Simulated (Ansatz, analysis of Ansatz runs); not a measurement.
# Migration in BeH2 (Ibam): V_H hop (2.3 Å), charge +1

Aim: the barrier of one jump in BeH2 (Ibam) at charge +1: V_H hop (2.3 Å). The model is a cell of 72 host atoms with 1 H taken out; H is the atom that moves.

Program: Ansatz 0.2.0. Level of theory: plane-wave PAW DFT, PBEsol; nudged elastic band between two relaxed defect structures at fixed charge in a uniform background. Results are calculated unless marked as measured.

Most raw output is cut from this account.

## Step 1: Set-up

The cell holds 71 atoms: 24 Be and 47 H. Cell: a = 11.555 Å, b = 8.530 Å, c = 9.625 Å, α = 78.8°, β = 46.4°, γ = 54.8°. It derives from BeH2 (space group Ibam). Nearest the centre at fractional (0.441, 0.482, 0.260): Be14 at 0.85 Å, H69 at 1.13 Å, Be23 at 1.93 Å, H65 at 2.00 Å, H41 at 2.08 Å, H43 at 2.09 Å, Be1 at 2.42 Å, H35 at 2.73 Å. The cell carries charge +1.

The cell's shortest repeat is 8.0 Å.

## Step 2: Relaxation of the start point, charge +1

The ends come first: from an unrelaxed start the top is counted from too high an energy, and the barrier comes out too low. Small random displacements break the symmetry of the ideal sites, so that the defect can distort if it gains by it. The charge of +1 is set by the electron count, and a uniform background keeps the cell neutral.

qp1.start/input.yaml

```yaml
crystal:
  lattice:
    - [0.0, 8.75735955, 7.53777216]
    - [3.99332615, 0.0, 7.53777216]
    - [3.99332615, 8.75735955, 0.0]
  atoms:
    - { symbol: Be, position: [0.125, 0.625, 0.375] }
    - { symbol: Be, position: [0.375, 0.875, 0.625] }
    - { symbol: Be, position: [0.625, 0.125, 0.875] }
    - { symbol: Be, position: [0.875, 0.375, 0.125] }
    - { symbol: Be, position: [0.125, 0.625, 0.875] }
    - { symbol: Be, position: [0.375, 0.875, 0.125] }
    - { symbol: Be, position: [0.625, 0.125, 0.375] }
    - { symbol: Be, position: [0.875, 0.375, 0.625] }
[... 59 atom lines left out ...]
    - { symbol: H, position: [0.08809582, 0.25790883, 0.00145487] }
    - { symbol: H, position: [0.33809582, 0.50790883, 0.25145487] }
    - { symbol: H, position: [0.58809582, 0.75790883, 0.50145487] }
    - { symbol: H, position: [0.83809582, 0.00790883, 0.75145487] }
total_charge: 1
basis:
  ecutwfc: 420
  xc_grid: 2
hamiltonian:
  xc: pbesol
kpoints:
  mp_grid: { grid: [1, 1, 1] }
scf:
  occupations: { method: fixed }
  max_iter: 80
output:
  forces: true
relax:
  f_tol: 0.02
  max_steps: 70
  random_displacement: { amplitude: 0.03, seed: 8934 }
```

Launch:

```bash
> ansatz run input.yaml --threads 4 --pin off --max-ram 7536MiB --backend cpu --events-out ev --progress --plain --runs-dir out
```

Wall time 15 s (4 threads of Arm Neoverse V2, shared host); peak memory 0.58 GiB; 54 s of CPU time.

Step by step:

| step | energy less that of the first step (eV) | largest force component (eV/Å) |
| --- | --- | --- |
| 1 | 0.0000 | 2.0905 |
| 2 | -0.9148 | 1.2598 |
| 3 | -1.4314 | 0.7707 |
| 4 | -1.6935 | 0.6073 |
| 5 | -1.8942 | 0.2413 |
| 6 | -1.9557 | 0.1458 |
| 7 | -1.9658 | 0.0689 |
| 8 | -1.9743 | 0.1902 |
| 9 | -2.0188 | 0.3011 |
| 10 | -2.0933 | 0.1852 |
| 11 | -2.1275 | 0.0454 |
| 12 | -2.1316 | 0.0335 |
| 13 | -2.1327 | 0.0137 |

The atoms that moved most (Å, from the sites as typed, ahead of the random displacement, the mean shift of all atoms taken out):

| atom | dx | dy | dz | length |
| --- | --- | --- | --- | --- |
| Be14 | 0.520 | -0.625 | -0.109 | 0.820 |
| Be23 | -0.765 | 0.184 | -0.003 | 0.787 |
| H29 | -0.262 | 0.455 | 0.336 | 0.623 |
| H48 | 0.019 | 0.170 | -0.409 | 0.443 |
| H69 | 0.127 | 0.360 | -0.042 | 0.384 |
| H25 | 0.003 | -0.310 | 0.220 | 0.380 |
| Be1 | -0.145 | 0.204 | -0.193 | 0.316 |
| H65 | 0.205 | -0.187 | -0.124 | 0.304 |

Neighbours of H69 at the end:

| atom | distance (Å) |
| --- | --- |
| Be14 | 1.435 |
| Be1 | 1.457 |
| H29 | 2.160 |
| H65 | 2.307 |
| H56 | 2.403 |
| H60 | 2.413 |
| H41 | 2.494 |
| H43 | 2.547 |
| H45 | 2.566 |

Numbers from this step:

- free energy: -2906.4113 eV
- largest move from the ideal geometry of this structure, a common shift of the far atoms taken out: 0.8335 Å

The relaxation gained 2.133 eV and ended with a largest force component of 0.014 eV/Å.

## Step 3: Relaxation of the end point, charge +1

The end point is relaxed in the same cell and settings, so that the two energies compare.

qp1.end/input.yaml

```yaml
crystal:
  lattice:
    - [0.0, 8.75735955, 7.53777216]
    - [3.99332615, 0.0, 7.53777216]
    - [3.99332615, 8.75735955, 0.0]
  atoms:
    - { symbol: Be, position: [0.125, 0.625, 0.375] }
    - { symbol: Be, position: [0.375, 0.875, 0.625] }
[... 11 atom lines left out ...]
    - { symbol: Be, position: [0.39340939, 0.60659061, 0.27468412] }
[... 6 atom lines left out ...]
    - { symbol: Be, position: [0.22531588, 0.77468412, 0.60659061] }
[... 1 atom line left out ...]
    - { symbol: Be, position: [0.72531588, 0.27468412, 0.10659061] }
[... 2 atom lines left out ...]
    - { symbol: H, position: [0.41190418, 0.24209117, 0.49854513] }
[... 6 atom lines left out ...]
    - { symbol: H, position: [0.24854513, 0.59745951, 0.66190418] }
[... 1 atom line left out ...]
    - { symbol: H, position: [0.74854513, 0.09745951, 0.16190418] }
[... 5 atom lines left out ...]
    - { symbol: H, position: [0.21958051, 0.78041949, 0.46069034] }
[... 1 atom line left out ...]
    - { symbol: H, position: [0.71958051, 0.28041949, 0.96069034] }
[... 16 atom lines left out ...]
    - { symbol: H, position: [0.00145487, 0.65254049, 0.58809582] }
[... 4 atom lines left out ...]
    - { symbol: H, position: [0.49209117, 0.66190418, 0.09745951] }
[... 3 atom lines left out ...]
    - { symbol: H, position: [0.543515, 0.456485, 0.267966] }
[... 1 atom line left out ...]
    - { symbol: H, position: [0.83809582, 0.00790883, 0.75145487] }
total_charge: 1
basis:
  ecutwfc: 420
  xc_grid: 2
hamiltonian:
  xc: pbesol
kpoints:
  mp_grid: { grid: [1, 1, 1] }
scf:
  occupations: { method: fixed }
  max_iter: 80
output:
  forces: true
relax:
  f_tol: 0.02
  max_steps: 70
  random_displacement: { amplitude: 0.03, seed: 8934 }
```

The job ended after 12 s (4 threads; peak memory 0.58 GiB; 43 s of CPU time).

The steps of the relaxation:

| step | energy less that of the first step (eV) | largest force component (eV/Å) |
| --- | --- | --- |
| 1 | 0.0000 | 2.1174 |
| 2 | -0.9963 | 1.1216 |
| 3 | -1.5476 | 0.5527 |
| 4 | -1.7897 | 0.3966 |
| 5 | -1.9304 | 0.1885 |
| 6 | -1.9700 | 0.1725 |
| 7 | -1.9909 | 0.0731 |
| 8 | -2.0028 | 0.0827 |
| 9 | -2.0104 | 0.0642 |
| 10 | -2.0129 | 0.0143 |
| 11 | -2.0129 | 0.0141 |

The atoms that moved most (Å, from the sites as typed, ahead of the random displacement, the mean shift of all atoms taken out):

| atom | dx | dy | dz | length |
| --- | --- | --- | --- | --- |
| Be14 | 0.300 | 0.615 | 0.620 | 0.923 |
| Be1 | 0.394 | -0.545 | -0.485 | 0.829 |
| H57 | -0.099 | -0.294 | -0.019 | 0.311 |
| H65 | 0.078 | 0.259 | 0.111 | 0.292 |
| H61 | -0.145 | -0.216 | -0.118 | 0.285 |
| H41 | -0.072 | 0.045 | -0.232 | 0.247 |
| H69 | 0.076 | 0.175 | -0.155 | 0.246 |
| H55 | -0.136 | 0.041 | 0.172 | 0.224 |

Neighbours of H69 at the end:

| atom | distance (Å) |
| --- | --- |
| Be14 | 1.411 |
| Be23 | 1.423 |
| H35 | 2.284 |
| H41 | 2.305 |
| H65 | 2.348 |
| H43 | 2.352 |
| H57 | 2.385 |
| H59 | 2.432 |
| H33 | 2.459 |
| Be7 | 2.461 |

Read from the output:

```yaml
free_energy: -2906.1997 eV
largest_move_from_the_ideal_geometry_of_this_structure_a_common_shift_of_the_far_atoms_taken_out: 0.9419 Å
```

The relaxation gained 2.013 eV and ended with a largest force component of 0.014 eV/Å. The end lies 0.212 eV above the start.

## Step 4: Nudged elastic band, charge +1

5 movable images are laid between the ends on a pair-potential path, which keeps atoms from colliding in the first guess. Each image feels the true force across the path and a spring force along it. The highest image is set to climb to the top of the path.

This step: plane-wave PAW DFT, PBEsol; nudged elastic band between two relaxed defect structures at fixed charge in a uniform background.

qp1.neb/input.yaml

```yaml
crystal:
  lattice:
    - [0.0, 8.75735955, 7.53777216]
    - [3.99332615, 0.0, 7.53777216]
    - [3.99332615, 8.75735955, 0.0]
  atoms:
    - { symbol: Be, position: [0.14229016, 0.58260483, 0.38090298] }
    - { symbol: Be, position: [0.37606243, 0.87817681, 0.62699442] }
    - { symbol: Be, position: [0.62230215, 0.12652208, 0.87506251] }
    - { symbol: Be, position: [0.89012024, 0.36264815, 0.11947903] }
    - { symbol: Be, position: [0.11796764, 0.62723109, 0.88182838] }
    - { symbol: Be, position: [0.36700366, 0.89697068, 0.11666963] }
    - { symbol: Be, position: [0.62702699, 0.12077218, 0.37380641] }
    - { symbol: Be, position: [0.87072495, 0.3827932, 0.62531479] }
    - { symbol: Be, position: [0.01735751, 0.471883, 0.6544776] }
    - { symbol: Be, position: [0.28016056, 0.72080399, 0.88613569] }
    - { symbol: Be, position: [0.52418085, 0.97310771, 0.14125367] }
    - { symbol: Be, position: [0.77982403, 0.21171377, 0.39395434] }
    - { symbol: Be, position: [0.14965639, 0.35806638, 0.02011203] }
    - { symbol: Be, position: [0.28566131, 0.70039887, 0.31101126] }
    - { symbol: Be, position: [0.64244376, 0.85837077, 0.52439557] }
    - { symbol: Be, position: [0.87420021, 0.12828307, 0.7740197] }
    - { symbol: Be, position: [0.12315176, 0.89428284, 0.206622] }
    - { symbol: Be, position: [0.35891506, 0.14297517, 0.47171065] }
    - { symbol: Be, position: [0.60759442, 0.39159668, 0.72285108] }
    - { symbol: Be, position: [0.85373908, 0.63685542, 0.98105409] }
    - { symbol: Be, position: [0.21068232, 0.78911397, 0.62670546] }
    - { symbol: Be, position: [0.48133918, 0.0277443, 0.84829169] }
    - { symbol: Be, position: [0.8316632, 0.16844048, 0.02120115] }
    - { symbol: Be, position: [0.97484958, 0.52914135, 0.35598994] }
    - { symbol: H, position: [0.15867997, 1.02498173, 0.21632075] }
    - { symbol: H, position: [0.41771811, 0.24470752, 0.48351552] }
    - { symbol: H, position: [0.66057025, 0.49567151, 0.74315867] }
    - { symbol: H, position: [0.90470318, 0.73548558, 1.01245821] }
    - { symbol: H, position: [0.08919246, 0.80187854, 0.37309996] }
    - { symbol: H, position: [0.26147615, 0.09118465, 0.65236158] }
    - { symbol: H, position: [0.51004939, 0.34058425, 0.9044648] }
    - { symbol: H, position: [0.75719765, 0.57213361, 0.15098228] }
    - { symbol: H, position: [0.22199433, 0.61614934, 0.67416115] }
    - { symbol: H, position: [0.50822381, 0.84829361, 0.90134008] }
    - { symbol: H, position: [0.74923212, 0.08066542, 0.15953824] }
    - { symbol: H, position: [1.001343, 0.35270867, 0.41240025] }
    - { symbol: H, position: [0.09785815, 0.7528017, 0.98839115] }
    - { symbol: H, position: [0.34123715, 1.00850145, 0.24005569] }
    - { symbol: H, position: [0.59813138, 0.2549054, 0.481747] }
    - { symbol: H, position: [0.84156592, 0.49372639, 0.75381939] }
    - { symbol: H, position: [0.19469181, 0.82165476, 0.48704085] }
    - { symbol: H, position: [0.47456707, 0.03382485, 0.70348982] }
    - { symbol: H, position: [0.72309263, 0.28409048, 0.96729471] }
    - { symbol: H, position: [0.97478427, 0.5262144, 0.20721142] }
    - { symbol: H, position: [0.20717994, 0.29811513, 0.47140609] }
    - { symbol: H, position: [0.4622184, 0.53702392, 0.71550072] }
    - { symbol: H, position: [0.70527876, 0.78278815, 0.97743164] }
    - { symbol: H, position: [0.9412261, 0.0050523, 0.25836346] }
    - { symbol: H, position: [0.03075851, 0.47024885, 0.79192967] }
    - { symbol: H, position: [0.28540467, 0.71719437, 0.03187041] }
    - { symbol: H, position: [0.52243622, 0.96857028, 0.29293637] }
    - { symbol: H, position: [0.7755803, 0.2134634, 0.5464075] }
    - { symbol: H, position: [0.014031, 0.99125246, 0.80304768] }
    - { symbol: H, position: [0.30009555, 0.21142822, 0.02029679] }
    - { symbol: H, position: [0.79379924, 0.71530106, 0.52416901] }
    - { symbol: H, position: [0.15460695, 0.50890908, 0.24847365] }
    - { symbol: H, position: [0.39026123, 0.76239348, 0.51866985] }
    - { symbol: H, position: [0.65951288, 0.00165861, 0.74938212] }
    - { symbol: H, position: [0.93052269, 0.23232977, -0.00553935] }
    - { symbol: H, position: [-0.01226658, 0.65015812, 0.59691713] }
    - { symbol: H, position: [0.25368819, 0.90163669, 0.83953963] }
    - { symbol: H, position: [0.50521724, 0.14921166, 0.08600547] }
    - { symbol: H, position: [0.77974458, 0.37527713, 0.32608797] }
    - { symbol: H, position: [0.24689006, 0.4148754, 0.84423789] }
    - { symbol: H, position: [0.44787049, 0.69027293, 0.12025443] }
    - { symbol: H, position: [0.74026896, 0.90941383, 0.34581936] }
    - { symbol: H, position: [0.98733145, 0.16869829, 0.59419146] }
    - { symbol: H, position: [0.10107264, 0.2552509, -0.00832285] }
    - { symbol: H, position: [0.34023657, 0.50069267, 0.29035306] }
    - { symbol: H, position: [0.58914049, 0.75554112, 0.50334098] }
    - { symbol: H, position: [0.83421822, 0.00890471, 0.75678827] }
total_charge: 1
basis:
  ecutwfc: 420
  xc_grid: 2
hamiltonian:
  xc: pbesol
kpoints:
  mp_grid: { grid: [1, 1, 1] }
scf:
  occupations: { method: fixed }
  max_iter: 80
output:
  forces: true
neb:
  images: 5
  f_tol: 0.05
  climbing: true
  initial_path: idpp
  max_iterations: 45
  order_check: false
  final_atoms:
    - { symbol: Be, position: [0.00970765, 0.67798835, 0.42773134] }
    - { symbol: Be, position: [0.3858344, 0.86946907, 0.60630335] }
[... 11 atom lines left out ...]
    - { symbol: Be, position: [0.42942966, 0.65489347, 0.30851315] }
[... 6 atom lines left out ...]
    - { symbol: Be, position: [0.19501625, 0.78983194, 0.63016783] }
[... 1 atom line left out ...]
    - { symbol: Be, position: [0.71960874, 0.28216472, 0.11398675] }
[... 2 atom lines left out ...]
    - { symbol: H, position: [0.41111997, 0.24377973, 0.50725347] }
[... 2 atom lines left out ...]
    - { symbol: H, position: [-0.00519081, 0.85360555, 0.39700207] }
[... 3 atom lines left out ...]
    - { symbol: H, position: [0.24576466, 0.60608166, 0.67451085] }
[... 1 atom line left out ...]
    - { symbol: H, position: [0.74761795, 0.10228208, 0.16443488] }
[... 5 atom lines left out ...]
    - { symbol: H, position: [0.2131028, 0.75819844, 0.47199201] }
[... 1 atom line left out ...]
    - { symbol: H, position: [0.7043099, 0.29222561, 0.97424263] }
[... 21 atom lines left out ...]
    - { symbol: H, position: [0.50173922, 0.66903368, 0.11697849] }
[... 3 atom lines left out ...]
    - { symbol: H, position: [0.53108994, 0.4504086, 0.30001315] }
[... 1 atom line left out ...]
    - { symbol: H, position: [0.82915699, 0.01367385, 0.76292787] }
```

The job ended after 2.8 min (4 threads; peak memory 1.7 GiB).

Images along the path:

| image | path (Å) | energy (eV) | H69: x, y, z (Å) |
| --- | --- | --- | --- |
| 0 | 0.000 | 0.0000 | 3.159, 5.522, 6.339 |
| 1 | 1.819 | 0.3738 | 3.087, 5.904, 6.350 |
| 2 | 3.637 | 0.5578 | 2.969, 6.922, 7.061 |
| 3 | 5.455 | 0.6056 | 2.965, 6.659, 6.971 |
| 4 | 6.378 | 0.5048 | 2.976, 6.917, 7.149 |
| 5 | 7.301 | 0.2937 | 3.001, 7.155, 7.354 |
| 6 | 8.224 | 0.2116 | 2.997, 7.278, 7.398 |

This step gave:

```yaml
free_energy: -2905.8057 eV
barrier_forward: 0.6056 eV
barrier_backward: 0.3940 eV
end_less_start: 0.2116 eV
hop_length: 2.057 Å
```

Track of the atom that was set to move:

| image | x (Å) | y (Å) | z (Å) | nearest neighbour | distance (Å) |
| --- | --- | --- | --- | --- | --- |
| 0 | 3.159 | 5.522 | 6.339 | Be | 1.435 |
| 1 | 3.087 | 5.904 | 6.35 | Be | 1.432 |
| 2 | 2.969 | 6.922 | 7.061 | Be | 1.431 |
| 3 | 2.965 | 6.659 | 6.971 | Be | 1.425 |
| 4 | 2.976 | 6.917 | 7.149 | Be | 1.405 |
| 5 | 3.001 | 7.155 | 7.354 | Be | 1.409 |
| 6 | 2.997 | 7.278 | 7.398 | Be | 1.411 |

The band met its tolerance of 0.05 eV/Å after 24 iterations, with image 3 on top (the start counts as 0). H69, which moves farthest between the ends, has 2 Be at 1.44 to 1.46 Å nearest at the start and 2 Be at 1.42 to 1.47 Å at the top. In at least one step between neighbouring images a covalent bond changes partner or an atom goes far. The images sample such a step coarsely, so the top may lie higher.

## Step 5: Single point at the start point, HSE06

A whole band with exact exchange would cost too much, so three single points on the path found stand in. The start is shown; top and end are run alike.

This step: plane-wave PAW DFT, HSE06; single point of a defect supercell on a structure of the PBEsol path.

qp1.start.hse06/input.yaml

```yaml
crystal:
  lattice:
    - [0.0, 8.75735955, 7.53777216]
    - [3.99332615, 0.0, 7.53777216]
    - [3.99332615, 8.75735955, 0.0]
  atoms:
    - { symbol: Be, position: [0.14229016, 0.58260483, 0.38090298] }
    - { symbol: Be, position: [0.37606243, 0.87817681, 0.62699442] }
[... 11 atom lines left out ...]
    - { symbol: Be, position: [0.28566131, 0.70039887, 0.31101126] }
[... 6 atom lines left out ...]
    - { symbol: Be, position: [0.21068232, 0.78911397, 0.62670546] }
[... 1 atom line left out ...]
    - { symbol: Be, position: [0.8316632, 0.16844048, 0.02120115] }
[... 2 atom lines left out ...]
    - { symbol: H, position: [0.41771811, 0.24470752, 0.48351552] }
[... 2 atom lines left out ...]
    - { symbol: H, position: [0.08919246, 0.80187854, 0.37309996] }
[... 3 atom lines left out ...]
    - { symbol: H, position: [0.22199433, 0.61614934, 0.67416115] }
[... 1 atom line left out ...]
    - { symbol: H, position: [0.74923212, 0.08066542, 0.15953824] }
[... 5 atom lines left out ...]
    - { symbol: H, position: [0.19469181, 0.82165476, 0.48704085] }
[... 1 atom line left out ...]
    - { symbol: H, position: [0.72309263, 0.28409048, 0.96729471] }
[... 21 atom lines left out ...]
    - { symbol: H, position: [0.44787049, 0.69027293, 0.12025443] }
[... 3 atom lines left out ...]
    - { symbol: H, position: [0.34023657, 0.50069267, 0.29035306] }
[... 1 atom line left out ...]
    - { symbol: H, position: [0.83421822, 0.00890471, 0.75678827] }
total_charge: 1
basis:
  ecutwfc: 420
  xc_grid: 2
hamiltonian:
  xc: hse06
kpoints:
  mp_grid: { grid: [1, 1, 1] }
scf:
  occupations: { method: fixed }
  max_iter: 80
output:
  forces: true
  eigenvalues: true
checkpoint:
  write: "../qp1.start.hse06.run"
  compress: false
  write_wavefunctions: false
  write_every: 100000
```

It took 14 s on 4 threads; peak memory 0.89 GiB.

Numbers from this step:

```
free energy : -2981.4540 eV
```

## Step 6: Barrier from single points, HSE06

Analysis of the runs above: barrier from HSE06 single points on the PBEsol path.

It gives:

```
barrier forward  : 0.6336 eV
barrier backward : 0.4004 eV
end less start   : 0.2332 eV
```

This gives 0.634 eV against the band's 0.606 eV.

[end of part 1 of 2]

[Logs are printed without paths, hosts, clocks, repeated set-up lines and the standing remarks that a program may print on its own settings, such as how far it seeks lower states.]

[Hosts, paths, dates, database ids (printed as entryN), source tags and the programs' standing remarks are cut or masked in the printed files.]
